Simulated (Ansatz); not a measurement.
Rows from a G0W0 calculation on MoS2/WSSe (van der Waals superlattice) (P3m1) (Ansatz 0.2.0; G0W0 on PBEsol, plane waves, PAW; PAW set soft_1; 9×9×2 mesh, 118 empty bands, screening to 60 eV, PAW set soft_1 files), in eV. Spin-orbit coupling is left out.

The structure was built from a prototype and need not be the compound's stable phase.

```tsv
row	k	band	start	Σx	Σc at the solution	Vxc
A	Γ	c1	13.190	-13.655	-3.900	-18.418
B	Γ	v2	9.885	-18.155	1.521	-16.864
C	Γ	v1	11.032	-19.431	1.052	-18.734
D	(0.111, 0.222, 0.000)	c2	12.740	-14.573	-3.884	-19.334
E	(0.111, 0.222, 0.000)	v1	10.129	-19.414	1.779	-17.848
F	(0.111, 0.222, 0.000)	c1	12.107	-13.053	-3.471	-17.248
```

Question: Work out each quasiparticle level and how far it moved.

The quasiparticle equation reads E = start + Σx + Σc(E) − Vxc.

```tsv
row	E (eV)	shift (eV)
A	14.052	+0.863
B	10.114	+0.229
C	11.387	+0.356
D	13.616	+0.876
E	10.342	+0.213
F	12.831	+0.724
```

The gap over the computed points goes from 1.05 eV to 1.44 eV.

Limits: not at the basis limit; no spin-orbit coupling.

[Paths, hosts, dates, memory and timing lines, banners, echoed tables and standing remarks are left out of the program output.]

[Logs are printed without paths, hosts, clocks, repeated set-up lines and the standing remarks that a program may print on its own settings, such as how far it seeks lower states.]

[Runs of the session that timed out or met a known fault of the program may be left out.]

[Cells called generated may have been cut or substituted from an entry of the Crystallography Open Database or the Materials Project.]

[Hosts, paths, dates, database ids (printed as entryN), source tags and the programs' standing remarks are cut or masked in the printed files.]
